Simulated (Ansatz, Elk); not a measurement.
# How far do independent atoms describe ScVB2?, part 2 of 2

Structure refinements treat a crystal as free atoms side by side. For a made-up structure of ScVB2 (cell and positions from a PBEsol relaxation) the runs below show what the calculated density changes in F(hkl).

Elk 11.2.3 (patched build); all-electron DFT.

So far: Starting point; Ground state and structure factors; The highest occupied states alone.

The structure was built from a prototype and need not be the compound's stable phase.

### Step 4. Another functional

Level of this step: DFT, LDA (Perdew-Wang), all-electron APW+lo, Dirac cores, scalar-relativistic bands, static density, no spin (Elk).

The difference from free atoms is small, so it is set against the change that LDA (Perdew-Wang) makes.

elk.in

```
tasks
  0
  195

xctype
  3

spinpol
  .false.

rgkmax
  7.0

gmaxvr
  14.0

lmaxo
  7

lmaxapw
  8

swidth
  0.002

tshift
  .false.

ramdisk
  .false.

hmaxvr
  5.5

maxscl
  120

epspot
  1e-06

sppath
  './'

avec
  3.03465694593 1.75206000497 9.90629801007
  -3.03465694593 1.75206000497 9.90629801007
  0.00000000000 -3.50412000892 9.90629801025

atoms
  3
  'V.in'
  1
  0.0000000000 0.0000000000 0.0000000000   0.000000 0.000000 0.000000
  'Sc.in'
  1
  0.5000000000 0.5000000000 0.5000000000   0.000000 0.000000 0.000000
  'B.in'
  2
  0.2655118606 0.2655118606 0.2655118606   0.000000 0.000000 0.000000
  0.7344881394 0.7344881394 0.7344881394   0.000000 0.000000 0.000000

ngridk
  8 8 8
```

The run is started by

```console
$ OMP_NUM_THREADS=4 elk
```

Numbers of over 12 decimals in the logs are rounded to 6 here.

What it wrote:

```text
┌─────────────────────────┐
│ Elk code version 11.2.3 │
└─────────────────────────┘

All units are atomic (Hartree, Bohr, etc.)

┌─────────────────────────────────────────────────┐
│ Ground-state run starting from atomic densities │
└─────────────────────────────────────────────────┘

Lattice vectors :
   3.034656946       1.752060005       9.906298010
  -3.034656946       1.752060005       9.906298010
   0.000000000      -3.504120009       9.906298010

Reciprocal lattice vectors :
   1.035238154      0.5976950267      0.2114205630
[...]
muffin-tins (core leakage)
  species : 1 (V)
[...]
species : 2 (Sc)
[...]
species : 3 (B)
   atom 1                    :    3.732369977     (  0.1348129887E-03)
   atom 2                    :    3.732369977     (  0.1348129887E-03)
 total in muffin-tins        :    48.33231041
 total calculated charge     :    53.99905226
 total charge                :    54.00000000
 error                       :   0.9477403132E-03

┌──────────────────────────────┐
│ Self-consistent loop stopped │
└──────────────────────────────┘

Warning : core states of species 3 leak from the muffin-tin :   0.1348129887E-03

Wrote STATE.OUT
[key lines of the parts left out:]
total energy                :     -1759.2007166599
```

It took 15 s on 4 threads of Intel Xeon at 2.60GHz (Ice Lake), shared host; peak memory 0.17 GiB; 46 s of CPU time.

Against the first run R = 0.12 %; the largest change is -0.026 at 202.

### Step 5. Basis size

A smaller basis shows how fast F responds to it; the change is likely larger than the basis error of the first run, but doesn't show convergence.

elk.in: that of step 4 with these lines changed.

```diff
@@ -5,3 +5,3 @@
 xctype
-  3
+  20
 
@@ -11,3 +11,3 @@
 rgkmax
-  7.0
+  5.5
```

The run is started by

```console
$ OMP_NUM_THREADS=4 elk
```

What it wrote:

```text
┌─────────────────────────┐
│ Elk code version 11.2.3 │
└─────────────────────────┘

All units are atomic (Hartree, Bohr, etc.)

┌─────────────────────────────────────────────────┐
│ Ground-state run starting from atomic densities │
└─────────────────────────────────────────────────┘

Lattice vectors :
   3.034656946       1.752060005       9.906298010
  -3.034656946       1.752060005       9.906298010
   0.000000000      -3.504120009       9.906298010

Reciprocal lattice vectors :
   1.035238154      0.5976950267      0.2114205630
[...]
muffin-tins (core leakage)
  species : 1 (V)
[...]
species : 2 (Sc)
[...]
species : 3 (B)
   atom 1                    :    3.721725021     (  0.1270956545E-03)
   atom 2                    :    3.721725021     (  0.1270956545E-03)
 total in muffin-tins        :    48.22206527
 total calculated charge     :    53.99913182
 total charge                :    54.00000000
 error                       :   0.8681763141E-03

┌──────────────────────────────┐
│ Self-consistent loop stopped │
└──────────────────────────────┘

Warning : core states of species 3 leak from the muffin-tin :   0.1270956545E-03

Wrote STATE.OUT
[key lines of the parts left out:]
total energy                :     -1763.2369962944
```

Wall time 19 s (4 threads); peak memory 0.17 GiB.

Against the first run R = 0.06 %; the largest change is +0.027 at 0 0 15.

### Step 6. Basis size

The basis and the expansions that go with it are enlarged, to see whether the differences are converged.

elk.in: that of step 5 with these lines changed.

```diff
@@ -11,12 +11,12 @@
 rgkmax
-  5.5
+  8.5
 
 gmaxvr
-  14.0
+  18.0
 
 lmaxo
-  7
+  9
 
 lmaxapw
-  8
+  10
```

The run is started by

```console
$ OMP_NUM_THREADS=4 elk
```

What it wrote:

```text
┌─────────────────────────┐
│ Elk code version 11.2.3 │
└─────────────────────────┘

All units are atomic (Hartree, Bohr, etc.)

┌─────────────────────────────────────────────────┐
│ Ground-state run starting from atomic densities │
└─────────────────────────────────────────────────┘

Lattice vectors :
   3.034656946       1.752060005       9.906298010
  -3.034656946       1.752060005       9.906298010
   0.000000000      -3.504120009       9.906298010

Reciprocal lattice vectors :
   1.035238154      0.5976950267      0.2114205630
[...]
muffin-tins (core leakage)
  species : 1 (V)
[...]
species : 2 (Sc)
[...]
species : 3 (B)
   atom 1                    :    3.742043536     (  0.1275606958E-03)
   atom 2                    :    3.742043536     (  0.1275606958E-03)
 total in muffin-tins        :    48.30471334
 total calculated charge     :    53.99973098
 total charge                :    54.00000000
 error                       :   0.2690181717E-03

┌──────────────────────────────┐
│ Self-consistent loop stopped │
└──────────────────────────────┘

Warning : core states of species 3 leak from the muffin-tin :   0.1275606958E-03

Wrote STATE.OUT
[key lines of the parts left out:]
total energy                :     -1763.2728224926
```

Elapsed: 60 s, on 4 threads; peak memory 0.29 GiB; 3 min of CPU time.

Against the first run R = 0.01 %; the largest change is -0.004 at 0 0 18.

### Step 7. Settings against the effect

```tsv
run	R against the first run (%)	R against neutral atoms, low angle (%)	wall time
PBE, rgkmax 7	0.00	1.48	23 s
LDA (Perdew-Wang)	0.12	1.40	15 s
rgkmax 5.5	0.06	1.49	19 s
rgkmax 8.5 with larger expansions	0.01	1.48	60 s
```

### Step 8. Outcome

```
R against neutral atoms, sin θ/λ < 0.3 Å⁻¹ : 1.48 %
R against neutral atoms, 0.3 to 0.82 Å⁻¹   : 0.51 %
```

In words: Independent neutral atoms miss the calculated amplitudes by R = 1.48 % below 0.3 Å⁻¹ and 0.51 % from there to 0.82 Å⁻¹; by shells, 2.04 % below 0.15 Å⁻¹ (1 form), 1.47 % 0.15 to 0.3 (7 forms), 0.70 % 0.3 to 0.45 (14 forms), 0.47 % above 0.45 (87 forms). Bonding, aspherical density and the tables' own atoms all enter these figures, and the runs don't part them. The largest change of an amplitude is -0.59 electrons, at 006. Weak lines can change much in proportion: 015 goes from 0.43 to 0.65. The window's part falls from 14.0 electrons at the origin to at most 0.32 between 0.45 and 0.82 Å⁻¹. Below 0.3 Å⁻¹ the changes that finished (LDA (Perdew-Wang), rgkmax 5.5 and rgkmax 8.5 with larger expansions) move F by R = 0.08 % at most, against the 1.48 % that separates it from free atoms. The k-mesh has no finished test. These runs have no spin, though d or f shells may be open. Part of the difference isn't bonding: the tables are fits to free atoms and ions calculated by other methods than this functional. Thermal motion, anomalous dispersion and extinction are left out.

[Logs are printed without paths, hosts, clocks, repeated set-up lines and the standing remarks that a program may print on its own settings, such as how far it seeks lower states.]

[Hosts, paths, dates, database ids (printed as entryN), source tags and the programs' standing remarks are cut or masked in the printed files.]
